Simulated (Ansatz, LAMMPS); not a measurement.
**Structural relaxation of a frame of liquid Na2CO3 from 1140 K (108 atoms)**

How does a frame of liquid Na2CO3 from 1140 K (108 atoms) relax, and what do bonds, charges and levels look like afterwards?

Calculated with Ansatz 0.2.0; Kohn-Sham DFT, PBE, PAW (set soft_2), plane waves.

### 1. Starting point

The cell holds 108 atoms: 18 C, 54 O and 36 Na. Its edges and angles: a = 11.716 Å, b = 11.716 Å, c = 11.716 Å, α = 90.0°, β = 90.0°, γ = 90.0°. 36 Na+, 18 CO3 2- placed at random, at 1.97 g/cm³; overlaps pushed apart, then 10 ps at 1540 K with harmonic planar carbonate ions with charges +1 on C and -1 on O; Joung-Cheatham ions (J. Phys. Chem. B 112, 9020 (2008)); charges of ions scaled by 0.8. Snapshot after 20 ps at 1140 K and fixed volume.

Before any run, some limits are plain. The network of bonds at the start is that of the classical potential that made the cell. The Brillouin zone is sampled at Γ only, in a cell whose shortest periodic width is 12 Å.

### 2. Single point at the start

A single point comes first, to see the forces before anything moves.

Input file input.yaml:

```yaml
crystal:
  lattice:
    - [11.71575, 0.0, 0.0]
    - [0.0, 11.71575, 0.0]
    - [0.0, 0.0, 11.71575]
  atoms:
    - { symbol: C, position: [0.42172, 0.2334, 0.16586] }
    - { symbol: O, position: [0.4707, 0.15666, 0.09531] }
    - { symbol: O, position: [0.32718, 0.26323, 0.16715] }
    - { symbol: O, position: [0.50898, 0.29971, 0.19287] }
    [... 98 atom lines left out ...]
    - { symbol: Na, position: [0.63065, 0.12529, 0.2458] }
    - { symbol: Na, position: [0.90389, 0.05056, 0.59804] }
    - { symbol: Na, position: [0.18418, 0.54928, 0.47985] }
    - { symbol: Na, position: [0.17062, 0.15373, 0.16621] }
    - { symbol: Na, position: [0.50994, 0.76342, 0.07686] }
    - { symbol: Na, position: [0.33745, 0.24127, 0.73518] }
kpoints:
  mp_grid: { grid: [1, 1, 1] }
hamiltonian:
  xc: pbe
scf:
  occupations: { method: gaussian, width: 0.05 }
output:
  forces: true
  stress: true
  populations: intrinsic
  dos:
    method: { smearing: { sigma: 0.1 } }
    de: 0.1
    projected: { site_lists: { C: [C], Na: [Na], O: [O] } }
  eigenvalues: true
```

The run is started by

```
> ansatz run input.yaml --threads 4 --pin off --max-ram 8192MiB --backend cpu --events-out ev --progress --plain --runs-dir out
```

It took 10 s on 4 threads of AMD EPYC 9R45, shared host; peak memory 2.3 GiB; 38 s of CPU time.

The run gave:

```yaml
free_energy: -88689.4520 eV
free_energy_per_atom: -821.1986 eV/atom
scf_cycles: 10
pressure: 6.32 GPa
r_m_s_force_component: 2.835 eV/Å
longest_force: 16.79 eV/Å
fermi_energy: 3.898 eV
spacing_of_highest_filled_and_lowest_empty_level: 1.358 eV
```

The r.m.s. force component of 2.8 eV/Å and the pressure of 6.3 GPa set the starting point.

Length of the force by element:

```
element  coordination  atoms  mean length of the force (eV/Å)  spread  least  most
      C           all     18                             5.10    2.91  0.617  13.0
     Na           all     36                            0.671   0.301  0.140  1.75
      O           all     54                             4.86    3.57  0.255  16.8
```

### 3. Relaxation

With the cell held, the atoms are moved downhill towards a nearby minimum.

input.yaml, the sections that differ from step 2:

```yaml
output:
  forces: true
relax:
  f_tol: 0.05
  max_steps: 200
# crystal, kpoints, hamiltonian, scf: as in step 2
```

Run time: 3.5 min. Hardware: 4 threads; peak memory 2.3 GiB.

The steps of the relaxation (22 of 41):

```
step  energy less that of the first step (eV)  largest force component (eV/Å)
   1                                   0.0000                         13.7497
   3                                 -19.6514                          3.3023
   5                                 -24.7835                          0.6797
   7                                 -26.4404                          0.6631
   9                                 -27.1256                          0.3544
  11                                 -27.6182                          0.3466
  12                                 -27.8246                          0.4282
  14                                 -28.1521                          0.2708
  16                                 -28.3025                          1.2904
  18                                 -28.6742                          0.4331
  20                                 -28.9106                          0.2234
  22                                 -28.9527                          0.3306
  24                                 -28.9769                          0.1114
  26                                 -28.9801                          0.0450
  28                                 -28.9875                          0.1260
  30                                 -29.0299                          0.1063
  31                                 -29.0589                          0.1441
  33                                 -29.0884                          0.0286
  35                                 -29.0931                          0.1361
  37                                 -29.1017                          0.3205
  39                                 -29.1334                          0.2008
  41                                 -29.1695                          0.0285
```

Relaxation steps 22, 25 were tried and not accepted.

The atoms that moved most (Å):

```
atom      dx      dy      dz  length
 O34  -1.182  -1.401   0.280   1.854
Na94  -1.214  -0.597  -1.109   1.750
 O62  -0.589   1.522  -0.289   1.657
Na90  -0.146   1.316  -0.852   1.574
 O54  -1.042   0.547  -0.971   1.525
Na77  -0.711   0.016  -1.300   1.482
 O58  -0.972   0.988   0.114   1.391
 O19  -0.788   0.944  -0.580   1.360
```

The relaxation changed the energy by -270 meV/atom, and atoms moved by 0.89 Å r.m.s., 1.9 Å at most.

### 4. Structure statistics after relaxation

Bonds before and after, by the cutoffs listed below:

```
pair  bonds before  bonds after  mean before (Å)  mean after (Å)  spread before (Å)  spread after (Å)
O-Na           192          189            2.578           2.483              0.224             0.160
 O-C            54           54            1.267           1.302              0.060             0.009
```

Density 1.97 g/cm³, 14.89 Å³ an atom.

Pair distribution functions g(r), in bins of 0.2 Å:

```
r (Å)  total   O-O  O-Na    O-C  Na-Na  Na-C   C-C
 1.20   1.69  0.00  0.00  10.10   0.00  0.00  0.00
 1.40   1.81  0.00  0.00  10.85   0.00  0.00  0.00
 1.60   0.00  0.00  0.00   0.00   0.00  0.00  0.00
 1.80   0.00  0.00  0.00   0.00   0.00  0.00  0.00
 2.00   0.00  0.00  0.00   0.00   0.00  0.00  0.00
 2.20   1.52  4.61  1.10   0.00   0.00  0.00  0.00
 2.40   1.92  0.00  5.75   0.00   0.00  0.00  0.00
 2.60   0.84  0.00  2.48   0.00   0.00  0.14  0.00
 2.80   0.71  0.05  0.72   0.08   0.12  3.90  0.00
 3.00   0.58  0.05  0.29   0.00   0.86  3.40  0.00
 3.20   0.87  0.75  0.38   0.19   2.17  2.50  0.00
 3.40   1.13  1.50  0.51   0.35   2.12  2.65  0.00
 3.60   0.98  1.32  0.69   0.56   1.29  1.70  0.00
 3.80   0.98  1.25  0.77   1.09   1.56  0.41  0.28
 4.00   0.99  1.09  1.40   0.78   0.62  0.30  0.73
 4.20   1.28  1.10  1.46   1.92   1.06  0.38  1.54
 4.40   0.99  1.04  0.92   1.67   0.66  0.21  1.64
 4.60   0.99  0.87  0.75   1.99   0.93  0.32  2.06
 4.80   0.96  0.92  0.86   1.40   1.11  0.30  1.86
 5.00   0.98  0.90  0.94   1.14   1.02  0.59  2.52
 5.20   0.95  1.17  0.89   1.12   0.91  0.26  1.46
 5.40   1.08  1.29  1.11   1.07   0.64  0.88  1.48
 5.60   1.10  1.26  0.92   1.17   1.03  1.23  1.26
 5.80   1.01  1.09  0.98   0.65   1.14  1.42  0.81
```

Bonds by pair of elements; cutoffs follow the first minimum of g(r), held within bounds set by covalent radii, and pairs that aren't listed don't count as bonded:

```
pair A-B  cutoff (Å)  bonds  mean length (Å)  spread (Å)  shortest (Å)  B about A  A about B
    O-Na        3.02    189             2.48        0.16          2.19        3.5       5.25
     O-C        1.73     54             1.30       0.009          1.29          1          3
```

How many atoms have how many bonded neighbours:

```
element  mean   3   4   5  6  7
      C     3  18   0   0  0  0
     Na  5.25   1   5  18  8  4
      O   4.5   3  24  24  3  0
```

Bond angles, per cent of each kind in bins of 5°:

```
angle (°)  O-Na-O  Na-O-Na  C-O-Na  O-C-O
    45–50     2.6      0.0     0.0    0.0
    50–55     6.2      0.0     0.0    0.0
    55–60     1.2      0.0     0.0    0.0
    60–65     0.0      0.0     0.0    0.0
    65–70     0.5      1.6     0.0    0.0
    70–75     1.0      5.2     0.5    0.0
    75–80     4.1     10.0     4.8    0.0
    80–85     8.4     14.1     3.7    0.0
    85–90    10.3     12.9    14.3    0.0
    90–95    10.8      9.2    12.2    0.0
   95–100     8.6      7.2    10.1    0.0
  100–105     4.3      3.6     5.3    0.0
  105–110     4.6      4.0     9.0    0.0
  110–115     6.2      4.0     3.2    0.0
  115–120     3.8      2.0     2.6   53.7
  120–125     4.3      1.2     6.3   46.3
  125–130     4.6      3.2     5.8    0.0
  130–135     3.1      2.8     4.2    0.0
  135–140     2.6      4.0     4.2    0.0
  140–145     3.6      2.8     3.7    0.0
  145–150     1.4      2.4     4.2    0.0
  150–155     1.4      1.6     1.1    0.0
  155–160     0.7      4.4     1.1    0.0
  160–165     2.4      1.6     1.1    0.0
  165–170     1.4      0.8     1.6    0.0
  170–175     1.2      0.8     0.5    0.0
  175–180     0.5      0.4     0.5    0.0
```

Bond angles (no mean is given where the spread exceeds 20°):

```
  angle  count  mean (°)  spread (°)
 O-Na-O    417         -           -
Na-O-Na    249         -           -
 C-O-Na    189         -           -
  O-C-O     54       120           1
```

Bond length by coordination (bonds to H left out):

```
element  coordination  atoms  mean bond length (Å)
     Na             3      1                  2.28
     Na             4      5                  2.39
     Na             5     18                  2.46
     Na             6      8                  2.52
     Na             7      4                  2.58
      O             3      3                  1.97
      O             4     24                  2.16
      O             5     24                  2.27
      O             6      3                  2.38
```

For some of the pairs, g(r) has its first main peak near 2.3 Å (O-O), 2.4 Å (O-Na), 1.3 Å (O-C), 3.3 Å (Na-Na) and 2.8 Å (Na-C). Counting bonds as in the table, all C atoms have 3, 50 % of Na atoms have 5 and 44 % of O atoms have 4 and as many 5 bonded neighbours.

### 5. Single point at the relaxed geometry

One more single point at the end of the walk gives the fuller output and checks the residual forces.

Input file input.yaml:

```yaml
crystal:
  lattice:
    - [11.71575, 0.0, 0.0]
    - [0.0, 11.71575, 0.0]
    - [0.0, 0.0, 11.71575]
  atoms:
    - { symbol: C, position: [0.43161, 0.22882, 0.16892] }
    - { symbol: O, position: [0.44642, 0.11818, 0.15721] }
    - { symbol: O, position: [0.3337, 0.27477, 0.1503] }
    - { symbol: O, position: [0.51874, 0.29157, 0.1991] }
    [... 98 atom lines left out ...]
    - { symbol: Na, position: [0.62759, 0.10996, 0.26658] }
    - { symbol: Na, position: [0.0007, 0.08914, 0.61751] }
    - { symbol: Na, position: [0.19741, 0.55788, 0.44323] }
    - { symbol: Na, position: [0.22598, 0.1223, 0.11516] }
    - { symbol: Na, position: [0.56053, 0.77744, 0.11161] }
    - { symbol: Na, position: [0.36114, 0.2406, 0.75472] }
kpoints:
  mp_grid: { grid: [1, 1, 1] }
hamiltonian:
  xc: pbe
scf:
  occupations: { method: gaussian, width: 0.05 }
output:
  forces: true
  stress: true
  populations: true
  dos:
    method: { smearing: { sigma: 0.08 } }
    de: 0.1
    projected: { site_lists: { C: [C], Na: [Na], O: [O] } }
  eigenvalues: true
  write_density: true
  write_potential: true
  volumetric_format: npy
  elf: true
```

The job ended after 10 s (4 threads; peak memory 2.3 GiB; 38 s of CPU time).

The program notes that the exchange-correlation potential is rough where the density is thin.

Numbers from this run:

```
free energy                                      : -88718.6214 eV
free energy per atom                             : -821.4687 eV/atom
SCF cycles                                       : 9
pressure                                         : -1.351 GPa
r.m.s. force component                           : 0.00798 eV/Å
longest force                                    : 0.03417 eV/Å
Fermi energy                                     : 3.717 eV
gap (highest filled to lowest empty level) : 3.13 eV
spilling of the projection                       : 0.006332
```

Löwdin charges by element and coordination (they lack the spilled electrons, 0.042 e an atom on average):

```
element  coordination  atoms  mean charge (e)  spread   least    most
      C           all     18            0.656  0.0118   0.625   0.676
     Na           all     36            0.787  0.0103   0.769   0.815
     Na             3      1            0.815       0   0.815   0.815
     Na             4      5            0.797  0.0036   0.794   0.803
     Na             5     18            0.787  0.0088   0.773   0.805
     Na             6      8            0.781  0.0061   0.775   0.795
     Na             7      4            0.779  0.0072   0.769   0.789
      O           all     54           -0.659  0.0186  -0.699  -0.619
      O             3      3           -0.633  0.0078  -0.642  -0.623
      O             4     24           -0.652  0.0134  -0.686  -0.619
      O             5     24           -0.668  0.0182  -0.699  -0.639
      O             6      3           -0.671  0.0174  -0.695  -0.653
```

Density of states as counts of states in windows of 1 eV (from the Fermi level), total and the larger projections:

```
from (eV)  to (eV)  total    O p  Na s   C p   O s
      -18      -10    0.0    0.0   0.0   0.0   0.0
      -10       -9   28.1   15.5   1.1   0.1   8.0
       -9       -8    7.9    4.4   0.2   0.1   2.3
       -8       -7   96.3   62.2   1.5  20.8  10.4
       -7       -6   11.6    6.7   0.0   4.4   0.4
       -6       -5    0.0    0.0   0.0   0.0   0.0
       -5       -4   11.1   10.1   0.8   0.0   0.1
       -4       -3  120.0  115.5   2.3   0.2   0.2
       -3       -2   25.2   24.8   0.1   0.0   0.0
       -2       -1   23.8   23.5   0.0   0.0   0.0
       -1        1    0.0    0.0   0.0   0.0   0.0
        1        2    2.0    0.0   1.5   0.0   0.4
        2        3    7.4    0.5   5.1   0.5   0.7
        3        4   36.0    9.3  10.3  11.8   1.2
        4        5   31.4    6.5  12.4   6.3   1.3
```

The curve was stored every 0.100 eV, coarse against its broadening of 0.08 eV, so these counts are rough.

Between -26 and -18 eV lie 324 more states.

The stored curve holds about 648 of the 720 electrons; the rest, give or take the few that broadening carries across the Fermi level, lie in deeper levels below its range.

The levels nearest the highest filled one (over half full), pooled over k-points and spins:

```
level less the highest filled one (eV)  occupation
                                -0.256           2
                                -0.218           2
                                -0.187           2
                                -0.130           2
                                -0.107           2
                                     0           2
                                  3.13           0
                                  4.07           0
                                  4.32           0
                                  4.40           0
                                  4.52           0
                                  4.58           0
```

Mean Löwdin charges: C +0.66, Na +0.79, O -0.66 e (they miss 0.63 % of the electrons, so they add up to more than the cell's charge). The largest share in the top eV of filled states is O p (100 % of the projected weight), and in the lowest eV of empty states Na s (78 % of the projected weight).

### 6. Outcome

- energy change in the relaxation: -270.1 meV/atom
- r.m.s. displacement: 0.894 Å
- largest displacement: 1.854 Å
- free energy per atom: -821.4687 eV/atom
- pressure: -1.351 GPa
- r.m.s. force component: 0.00798 eV/Å
- gap (highest filled to lowest empty level): 3.13 eV
- wall time of the 4 DFT runs, those left out included: 4 min

What this shows: Relaxation lowers the energy by 270 meV/atom and moves atoms by 0.89 Å r.m.s.; the r.m.s. force component goes from 2.8 to 0.0080 eV/Å, the pressure goes from 6.3 to -1.4 GPa, and the gap from 1.36 to 3.13 eV. By the final cutoffs 48 of 246 bonded pairs parted and 45 joined. First to last step the energy falls by 29.169 eV; the largest move, 1.85 Å, is that of O34. The O-Na bonds change most in mean length: from 2.578 Å (spread 0.224) to 2.483 Å (spread 0.160), and their number from 192 to 189. Counting bonds as in the table, all C atoms have 3, 50 % of Na atoms have 5 and 44 % of O atoms have 4 and as many 5 bonded neighbours. The highest filled and lowest empty levels differ by 3.13 eV (at Γ alone); a semilocal functional tends to put such gaps too low. In a disordered cell it changes from sample to sample and from frame to frame.

**Limits.** The starting topology of bonds comes from the classical model; in DFT 48 of its 246 bonded pairs passed out of the cutoffs and 45 came within them.

[Logs are printed without paths, hosts, clocks, repeated set-up lines and the standing remarks that a program may print on its own settings, such as how far it seeks lower states.]

[Hosts, paths, dates, database ids (printed as entryN), source tags and the programs' standing remarks are cut or masked in the printed files.]
